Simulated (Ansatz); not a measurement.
# How many bands does the GW gap of SrLi2SnS4 (I-42m) need?

Aim: see how the G0W0 gap of SrLi2SnS4 (I-42m) on PBE moves with empty bands and screening cutoff, and what each rung costs.

Calculated with Ansatz 0.2.0; G0W0 on PBE, plane waves, PAW.

**1. Set-up**

The structure is tetragonal, space group I-42m (No. 121). Conventional cell: a = 6.659 Å, b = 6.659 Å, c = 7.918 Å, α = 90.00°, β = 90.00°, γ = 90.00°. Nearest to Li lie 4 S at 2.47 Å. Nearest to Sr lie 8 S at 3.08 to 3.25 Å. Nearest to Sn lie 4 S at 2.37 Å. S has 1 Sn at 2.37 Å and 2 Li at 2.47 Å and 2 Sr at 3.08 to 3.25 Å nearest. Farther neighbours and most contacts between anions are not listed.

The cell and positions come from the Crystallography Open Database and are kept as given unless a step says otherwise. The default PAW set here is soft_2. Its files were made with PBE.

**2. 145 empty bands, screening to 51 eV**

Now the one-shot GW correction: screening in the RPA, then the self-energy of the levels asked for.

input.yaml

```yaml
crystal:
  lattice:
    - [-3.3295, 3.3295, 3.959]
    - [3.3295, -3.3295, 3.959]
    - [3.3295, 3.3295, -3.959]
  atoms:
    - { symbol: Li, position: [0.25, 0.75, 0.5] }
    - { symbol: Li, position: [0.75, 0.25, 0.5] }
    - { symbol: Sr, position: [0.5, 0.5, 0.0] }
    - { symbol: Sn, position: [0.0, 0.0, 0.0] }
    - { symbol: S, position: [0.03526, 0.03526, 0.4132] }
    - { symbol: S, position: [0.96474, 0.37794, 0.0] }
    - { symbol: S, position: [0.62206, 0.62206, 0.5868] }
    - { symbol: S, position: [0.37794, 0.96474, 0.0] }
kpoints:
  mp_grid: { grid: [4, 4, 4] }
hamiltonian:
  xc: pbe
scf:
  occupations: { method: fixed }
gw:
  n_empty_bands: 145
  ecut_chi: 51
  qp_bands: [v2, c2]
  qp_kpoints: band_edges
  screening: { model: contour_deformation }
```

Started as:

```bash
ansatz run input.yaml --threads 2 --pin off --max-ram 92160MiB --backend cuda --events-out ev --progress --plain --runs-dir out --devices 1 --max-vram 13GiB  # rebuilt from the run's record
```

Numbers of over 12 decimals in the logs are rounded to 6 here.

What it wrote:

```text
GPUs: using 1 of 1 available (devices: 1).
Engine: ansatz 0.2.0, x86_64-unknown-linux-gnu
Pseudopotentials: kind: paw
Pseudopotential: Li, paw, valence charge 3, recommended cutoff 420 eV (normal), Li.paw.azcp
Pseudopotential: Sr, paw, valence charge 10, recommended cutoff 420 eV (normal), Sr.paw.azcp
Pseudopotential: Sn, paw, valence charge 14, recommended cutoff 420 eV (normal), Sn.paw.azcp
Pseudopotential: S, paw, valence charge 6, recommended cutoff 420 eV (normal), S.paw.azcp
Functional definition: PBE
  parameter kappa = 0.804
  parameter beta = 0.066725
  exchange = pbe_x(kappa = kappa, mu = beta*pi^2/3)
  correlation = pbe_c(beta = beta)
device memory: the entry about to start is reckoned to put 1.9 GiB on a device that reports 43.2 GiB free (of which the cap on the GPU budget leaves the run 13.0 GiB)
GPU FFT provider: cuFFT
GPU libraries: cuBLAS 13.8.2, cuFFT 12.4.0, cuSOLVER 12.3.4
Crystal: 8 atoms, lattice volume = 175.551 Å³
Basis set: ecut = 420 eV, 3445 PW (Γ)
Bands: 35, of which v1, the nominal top of the filled ones, is band 27 counted from 1 (26 counted from 0)
Symmetry: 8 space group operations
Space group: I-42m (ITA 121), of the structure as read, at distance tolerance 5.6e-5 Å
k-points: 13 of 64 (time reversal used)
Non-local potential: Li, projectors of the file, l = 0: 3, l = 1: 2, l = 2: 1
Non-local potential: Sr, projectors of the file, l = 0: 3, l = 1: 2, l = 2: 2
Non-local potential: Sn, projectors of the file, l = 0: 2, l = 1: 2, l = 2: 2, l = 3: 2
Non-local potential: S, projectors of the file, l = 0: 2, l = 1: 2, l = 2: 2
PAW form: soft (Blöchl's): semilocal exchange-correlation on the pseudo side does not see the compensation charge
PAW one-centre angular grid: Li, 110 points (default); XC on 64 Gauss nodes
PAW one-centre angular grid: Sr, 110 points (default); XC on 64 Gauss nodes
PAW one-centre angular grid: Sn, 590 points (default); XC on 64 Gauss nodes
PAW one-centre angular grid: S, 110 points (default); XC on 64 Gauss nodes
Initial density: superposition of atomic densities (neutral atoms: chi_scale 0, normalization atom), corrected by the library's trained network
Initial wavefunctions: pseudopotential atomic-orbital guess
GPU buffer pool allocated for 91125 grid points (all kernels)
GPU transforms: local potential and band sums: pruned to the plane-wave sphere, on 45×45×45
Functional: x = pbe(κ = 0.804, μ = 0.219515), c = pbe(β = 0.066725)
SCF iter   1: F=—  HF=-13595.928084 eV  |F-HF|=—  |Δ(HF+E_count)|=         —  Δρ=7.90e-4  dr2=9.52e-4  ethr=1.77e-3  ⟨swp⟩=5.8  Hψ=1871  notcnv=0  defer=68
preconditioner: auto → Resta (q_TF=auto, 2.242 Å⁻¹)  ε∞=3.4  [insulator: Δε(μ)=2.669 eV  Ē_g=11.239 eV  n_scr=26 (ndim 8)  ℏωp=17.3 eV  f_vac=0.016  ε∞_Penn≈3.4]
SCF iter   2: F=—  HF=-13595.930675 eV  |F-HF|=—  |Δ(HF+E_count)|=   2.59e-3  Δρ=4.14e-4  dr2=2.05e-4  ethr=1.76e-6  ⟨swp⟩=3.5  Hψ=1174  notcnv=0  defer=77
SCF iter   3: F=—  HF=-13595.930987 eV  |F-HF|=—  |Δ(HF+E_count)|=   3.12e-4  Δρ=2.29e-4  dr2=6.36e-5  ethr=3.80e-7  ⟨swp⟩=2.0  Hψ=759  notcnv=0  defer=77
SCF iter   4: F=—  HF=-13595.931174 eV  |F-HF|=—  |Δ(HF+E_count)|=   1.87e-4  Δρ=3.21e-5  dr2=1.77e-6  ethr=1.18e-7  ⟨swp⟩=2.5  Hψ=703  notcnv=0  defer=77
SCF iter   5: F=—  HF=-13595.931176 eV  |F-HF|=—  |Δ(HF+E_count)|=   2.00e-6  Δρ=1.04e-5  dr2=2.59e-7  ethr=3.27e-9  ⟨swp⟩=2.0  Hψ=747  notcnv=0  defer=77
SCF iter   6: F=-13595.931176 eV  HF=-13595.931176 eV  |F-HF|=6.98e-9  |Δ(HF+E_count)|=   2.16e-7  Δρ=3.86e-6  dr2=3.84e-8  ethr=1.85e-10  ⟨swp⟩=13.3  Hψ=2459  notcnv=0
SCF 1 converged in 6 iterations: F = -13595.931176 eV  dr2 = 3.84e-8
  greatest PAW one-centre occupation: 1.000 electrons in one spin orbital (limit 2), on the Li atom at site 1 (counted from 0), in its partial waves of l = 0
device memory: the entry about to start is reckoned to put 2.6 GiB on a device that reports 42.2 GiB free (of which the cap on the GPU budget leaves the run 13.0 GiB)
NSCF: frozen V_eff on 13 k-points
the band table was solved once the SCF had ended and its energy, with any forces and stress, was formed, with the checks that follow a solve (1963 applications of the Hamiltonian). They found nothing against the state; the energy, forces and stress were not computed again (output.eigenvalues in the input reference)
device memory: the entry about to start is reckoned to put 3.0 GiB on a device that reports 41.4 GiB free (of which the cap on the GPU budget leaves the run 13.0 GiB)
NSCF: frozen V_eff on 13 k-points
G₀W₀ screening: q 1/13
[... further progress lines ...]
device memory: the entry about to start is reckoned to put 0.8 GiB on a device that reports 53.4 GiB free (of which the cap on the GPU budget leaves the run 13.0 GiB)
NSCF: frozen V_eff on 1 k-points
device memory: the entry about to start is reckoned to put 0.8 GiB on a device that reports 53.4 GiB free (of which the cap on the GPU budget leaves the run 13.0 GiB)
NSCF: frozen V_eff on 1 k-points
SCF converged after 6 iterations
Free energy (F): -13595.931176 eV
Harris-Foulkes:  -13595.931176 eV  (|F-HF|=6.98e-9)
Internal energy: -13595.931176 eV  (E = F + TS)
E sigma→0 (E₀):  -13595.931176 eV
Fermi energy:    5.050584 eV
--- Per-component energies (eV) ---
  E_band       = -421.798667
  E_kinetic    = 907.310697
  E_local      = -2750.250089  (includes V_loc(G=0)·N_el)
  E_nonlocal   = 218.749050
  E_hartree    = 1145.238271
  E_xc         = -967.606340
  E_vxc        = -638.253512  (∫ρ·V_xc dr)
  E_paw        = -9279.957862  (= ΣΔE_a)
  E_vpaw       = -449.828845  (= ΣTr[D̂ρ^β])
  E_aug_tail   = 0.000042  (compensation charges beyond the density's cutoff)
  E_ewald      = -2869.414945
  E_smearing   = -0.000000  (= −TS)
  E_closure    = 0.000000  (closes the sum)
  Σ components = -13595.931176   (vs F -13595.931176, Δ=0.00e0)
--- Band table (eV; the first three rows and the last of 13) ---
  k-point 0: bands = [... 23 lower, 4.0762, 4.5913, 4.6735, 4.6735, 7.7472, 8.9845, 9.7275, 10.1200, ... 4 higher]
  k-point 1: bands = [... 23 lower, 4.2302, 4.2411, 4.4591, 4.4926, 8.0687, 8.9621, 9.2894, 9.9298, ... 4 higher]
  k-point 2: bands = [... 23 lower, 3.7626, 3.9718, 4.0097, 4.5392, 8.2150, 9.3861, 9.7002, 9.8485, ... 4 higher]
  k-point 12: bands = [... 23 lower, 3.3064, 4.5728, 4.5728, 5.0506, 7.7232, 9.2158, 9.2158, 9.5539, ... 4 higher]
--- G₀W₀: contour deformation, 6 samples at zero and on the imaginary axis and 2 off it, 64 q-points, 145 empty bands' worth ---
  eigenvalues of the whole cell's RPA ε∞ on this k-mesh (on a slab, of 1 + 4πα/V) = 4.6270, 4.7620, 4.7620; static W/v taken at q = 0 is 0.212019
  gw.qp_kpoints: band_edges: 13 of 13 stored k-points solved, in 1 pass; an edge of the gap read off the rows below is read off those points alone
    ik  band        ε_KS         Σx   Σc(E_QP)       V_xc       Z   E_QP_lin       E_QP  E_QP is
     0    26      4.6735   -18.1490     2.4657   -15.2518  0.7672     4.2394     4.2420  root
     0    27      4.6735   -18.1490     2.4657   -15.2518  0.7672     4.2394     4.2420  root
     0    28      7.7472    -9.5806    -3.3548   -13.8079  0.7973     8.6283     8.6197  root
     0    29      8.9845    -5.6901    -3.5240    -9.8664  0.8039     9.6424     9.6367  root
     1    26      4.4591   -17.9352     2.5295   -14.9312  0.7645     3.9811     3.9845  root
     1    27      4.4926   -17.3768     2.4907   -14.3761  0.7660     3.9787     3.9827  root
     1    28      8.0687   -10.4445    -3.3265   -14.8391  0.7889     9.1510     9.1368  root
     1    29      8.9621    -5.0852    -3.5345    -9.2038  0.8074     9.5507     9.5463  root
     2    26      4.0097   -17.3259     2.7320   -14.0252  0.7566     3.4352     3.4410  root
     2    27      4.5392   -17.9755     2.6214   -14.8491  0.7630     4.0302     4.0342  root
     2    28      8.2150   -10.5765    -3.3260   -15.0015  0.7882     9.3295     9.3139  root
     2    29      9.3861    -6.7441    -3.5374   -11.0201  0.8007    10.1321    10.1247  root
     3    26      4.5517   -17.9838     2.5315   -14.9834  0.7654     4.0796     4.0829  root
     3    27      4.6168   -17.8812     2.4640   -14.9632  0.7664     4.1598     4.1628  root
     3    28      8.0142   -10.0070    -3.3205   -14.3371  0.7919     9.0360     9.0237  root
     3    29      9.1318    -5.9225    -3.6057   -10.2196  0.8018     9.8299     9.8232  root
     4    26      4.3013   -17.7793     2.5668   -14.7117  0.7628     3.7966     3.8006  root
     4    27      4.4882   -17.7959     2.6236   -14.6603  0.7627     3.9721     3.9762  root
     4    28      8.0578   -10.0441    -3.3315   -14.4248  0.7921     9.1204     9.1069  root
     4    29      9.0382    -5.9542    -3.6242   -10.2674  0.8061     9.7333     9.7271  root
     5    26      4.3879   -17.5555     2.5408   -14.5038  0.7637     3.8729     3.8769  root
     5    27      4.5706   -17.7903     2.5996   -14.6881  0.7634     4.0641     4.0680  root
     5    28      8.0939   -10.3904    -3.3037   -14.7754  0.7906     9.1896     9.1751  root
     5    29      8.8694    -6.2218    -3.5411   -10.4705  0.8057     9.5834     9.5770  root
[...]
11    26      4.4601   -17.7522     2.6687   -14.5600  0.7611     3.9322     3.9366  root
    11    27      4.5352   -17.6860     2.6709   -14.4862  0.7617     4.0019     4.0064  root
    11    28      8.1064    -9.8790    -3.3330   -14.2703  0.7933     9.1786     9.1647  root
    11    29      9.3817    -6.9749    -3.7548   -11.6021  0.7994    10.2651    10.2540  root
    12    26      4.5728   -17.7449     2.6394   -14.5980  0.7620     4.0613     4.0654  root
    12    27      5.0506   -18.0946     2.5862   -15.0424  0.7662     4.5815     4.5846  root
    12    28      7.7232    -8.5642    -3.3666   -12.9071  0.8031     8.7104     8.6995  root
    12    29      9.2158    -7.0772    -3.5357   -11.3380  0.8028     9.9477     9.9409  root
```

Run time: 18 s. Hardware: 1 × NVIDIA H100 80GB HBM3 (shared by 6 runs) with 2 threads of AMD EPYC 7R13 (Zen 3), shared host; peak memory 1.3 GiB.

The column dr2 measures how far the density is from self-consistency, as an energy; F and HF (Harris–Foulkes) agree once it is small.

This step gave:

- bands summed: 172
- RPA ε∞ on this mesh (eigenvalues): 4.627, 4.762, 4.762
- plane waves in the screening matrix: 145
- q-points in the mesh: 64
- G0W0 gap on the mesh: 4.035 eV
- k of the valence top: -0.5, -0.5, -0.5
- k of the conduction bottom: 0, 0, 0
- starting gap on the mesh: 2.673 eV
- Z at the valence top: 0.7662
- Z at the conduction bottom: 0.7973
- least direct G0W0 gap on the computed points: 4.115 eV

The gap on the mesh goes from 2.67 eV to 4.04 eV, a correction of +1.36 eV, though a band edge has moved to another state.

**3. 410 empty bands, screening to 102 eV**

Another rung: the empty bands reach about as high as the screening cutoff, so the two stay in balance.

Edit input.yaml of step 2 so:

```diff
@@ -21,4 +21,4 @@
 gw:
-  n_empty_bands: 145
-  ecut_chi: 51
+  n_empty_bands: 410
+  ecut_chi: 102
   qp_bands: [v2, c2]
```

What it wrote:

```text
GPUs: using 1 of 1 available (devices: 1).
[...]
GPU FFT provider: cuFFT
GPU libraries: cuBLAS 13.8.2, cuFFT 12.4.0, cuSOLVER 12.3.4
Crystal: 8 atoms, lattice volume = 175.551 Å³
Basis set: ecut = 420 eV, 3445 PW (Γ)
Bands: 35, of which v1, the nominal top of the filled ones, is band 27 counted from 1 (26 counted from 0)
Symmetry: 8 space group operations
[...]
k-points: 13 of 64 (time reversal used)
[...]
GPU buffer pool allocated for 91125 grid points (all kernels)
[...]
SCF iter   1: F=—  HF=-13595.928084 eV  |F-HF|=—  |Δ(HF+E_count)|=         —  Δρ=7.90e-4  dr2=9.52e-4  ethr=1.77e-3  ⟨swp⟩=5.8  Hψ=1871  notcnv=0  defer=68
[...]
SCF iter   6: F=-13595.931176 eV  HF=-13595.931176 eV  |F-HF|=6.98e-9  |Δ(HF+E_count)|=   2.16e-7  Δρ=3.86e-6  dr2=3.84e-8  ethr=1.85e-10  ⟨swp⟩=13.3  Hψ=2459  notcnv=0
SCF 1 converged in 6 iterations: F = -13595.931176 eV  dr2 = 3.84e-8
[...]
NSCF: frozen V_eff on 13 k-points
[...]
G₀W₀ screening: q 1/13
[... further progress lines ...]
[...]
SCF converged after 6 iterations
Free energy (F): -13595.931176 eV
[...]
Internal energy: -13595.931176 eV  (E = F + TS)
E sigma→0 (E₀):  -13595.931176 eV
Fermi energy:    5.050584 eV
[...]
--- Band table (eV; the first three rows and the last of 13) ---
  k-point 0: bands = [... 23 lower, 4.0762, 4.5913, 4.6735, 4.6735, 7.7472, 8.9845, 9.7275, 10.1200, ... 4 higher]
  k-point 1: bands = [... 23 lower, 4.2302, 4.2411, 4.4591, 4.4926, 8.0687, 8.9621, 9.2894, 9.9298, ... 4 higher]
  k-point 2: bands = [... 23 lower, 3.7626, 3.9718, 4.0097, 4.5392, 8.2150, 9.3861, 9.7002, 9.8485, ... 4 higher]
  k-point 12: bands = [... 23 lower, 3.3064, 4.5728, 4.5728, 5.0506, 7.7232, 9.2158, 9.2158, 9.5539, ... 4 higher]
[...]
bands read: the sum over 437 bands ends inside a degenerate multiplet in 2 slots, whose members it reads at an even weight; the widest, k=7: bands 437 to 438 (counted from 1) at 1/2 each
[...]
0    26      4.6735   -18.1490     2.1064   -15.2518  0.7605     3.8735     3.8828  root
     0    27      4.6735   -18.1490     2.1064   -15.2518  0.7605     3.8735     3.8828  root
     0    28      7.7472    -9.5806    -3.6565   -13.8079  0.7919     8.3215     8.3181  root
     0    29      8.9845    -5.6901    -3.7345    -9.8664  0.8018     9.4287     9.4262  root
     1    26      4.4591   -17.9352     2.1886   -14.9312  0.7579     3.6332     3.6437  root
     1    27      4.4926   -17.3768     2.1568   -14.3761  0.7599     3.6374     3.6488  root
     1    28      8.0687   -10.4445    -3.6943   -14.8391  0.7830     8.7746     8.7690  root
     1    29      8.9621    -5.0852    -3.7250    -9.2038  0.8057     9.3577     9.3557  root
[...]
12    26      4.5728   -17.7449     2.3009   -14.5980  0.7559     3.7150     3.7269  root
    12    27      5.0506   -18.0946     2.2208   -15.0424  0.7596     4.2089     4.2193  root
    12    28      7.7232    -8.5642    -3.7124   -12.9071  0.7993     8.3579     8.3537  root
    12    29      9.2158    -7.0772    -3.7956   -11.3380  0.7998     9.6838     9.6811  root
```

The job ended after 36 s (1 × NVIDIA H100 80GB HBM3 (shared by 6 runs) with 2 threads; peak memory 1.9 GiB; 42 s of CPU time).

Numbers from this step:

```yaml
bands_summed: 437
rpa_eps_infinity_on_this_mesh_eigenvalues: 4.585, 4.724, 4.724
plane_waves_in_the_screening_matrix: 411
q_points_in_the_mesh: 64
g0w0_gap_on_the_mesh: 4.099 eV
k_of_the_valence_top: -0.5, -0.5, -0.5
k_of_the_conduction_bottom: 0, 0, 0
starting_gap_on_the_mesh: 2.673 eV
z_at_the_valence_top: 0.7596
z_at_the_conduction_bottom: 0.7919
least_direct_g0w0_gap_on_the_computed_points: 4.134 eV
```

Against the run with 4×4×4 mesh, 145 empty bands, screening to 51 eV, the gap moves by +0.06 eV.

**4. 883 empty bands, screening to 170 eV**

Edit input.yaml of step 3 so:

```diff
@@ -21,4 +21,4 @@
 gw:
-  n_empty_bands: 410
-  ecut_chi: 102
+  n_empty_bands: 883
+  ecut_chi: 170.0
   qp_bands: [v2, c2]
```

What it wrote:

```text
GPUs: using 1 of 1 available (devices: 1).
[...]
GPU FFT provider: cuFFT
GPU libraries: cuBLAS 13.8.2, cuFFT 12.4.0, cuSOLVER 12.3.4
Crystal: 8 atoms, lattice volume = 175.551 Å³
Basis set: ecut = 420 eV, 3445 PW (Γ)
Bands: 35, of which v1, the nominal top of the filled ones, is band 27 counted from 1 (26 counted from 0)
Symmetry: 8 space group operations
[...]
k-points: 13 of 64 (time reversal used)
[...]
1    29      8.9621    -5.0852    -3.8143    -9.2038  0.8051     9.2675     9.2664  root
[...]
12    26      4.5728   -17.7449     2.1114   -14.5980  0.7543     3.5190     3.5373  root
    12    27      5.0506   -18.0946     2.0169   -15.0424  0.7580     3.9987     4.0155  root
    12    28      7.7232    -8.5642    -3.8924   -12.9071  0.7982     8.1758     8.1737  root
    12    29      9.2158    -7.0772    -3.9291   -11.3380  0.7990     9.5489     9.5475  root
[key lines of the parts left out:]
SCF converged after 6 iterations
Free energy (F): -13595.931176 eV
Fermi energy:    5.050584 eV
```

Elapsed: 2.7 min, on 1 × NVIDIA H100 80GB HBM3 (shared by 6 runs) with 2 threads; peak memory 3.6 GiB.

Numbers from this step:

* bands summed: 910
* RPA ε∞ on this mesh (eigenvalues): 4.579, 4.718, 4.718
* plane waves in the screening matrix: 881
* G0W0 gap on the mesh: 4.114 eV
* k of the valence top: -0.5, -0.5, -0.5
* k of the conduction bottom: 0, 0, 0
* starting gap on the mesh: 2.673 eV
* least direct G0W0 gap on the computed points: 4.158 eV

Against the run with 4×4×4 mesh, 410 empty bands, screening to 102 eV, the gap moves by +0.016 eV.

(Part 1 of 2 ends here.)

[Paths, hosts, dates, memory and timing lines, banners, echoed tables and standing remarks are left out of the program output.]

[Logs are printed without paths, hosts, clocks, repeated set-up lines and the standing remarks that a program may print on its own settings, such as how far it seeks lower states.]

[Runs of the session that timed out or met a known fault of the program may be left out.]

[Cells called generated may have been cut or substituted from an entry of the Crystallography Open Database or the Materials Project.]

[Hosts, paths, dates, database ids (printed as entryN), source tags and the programs' standing remarks are cut or masked in the printed files.]
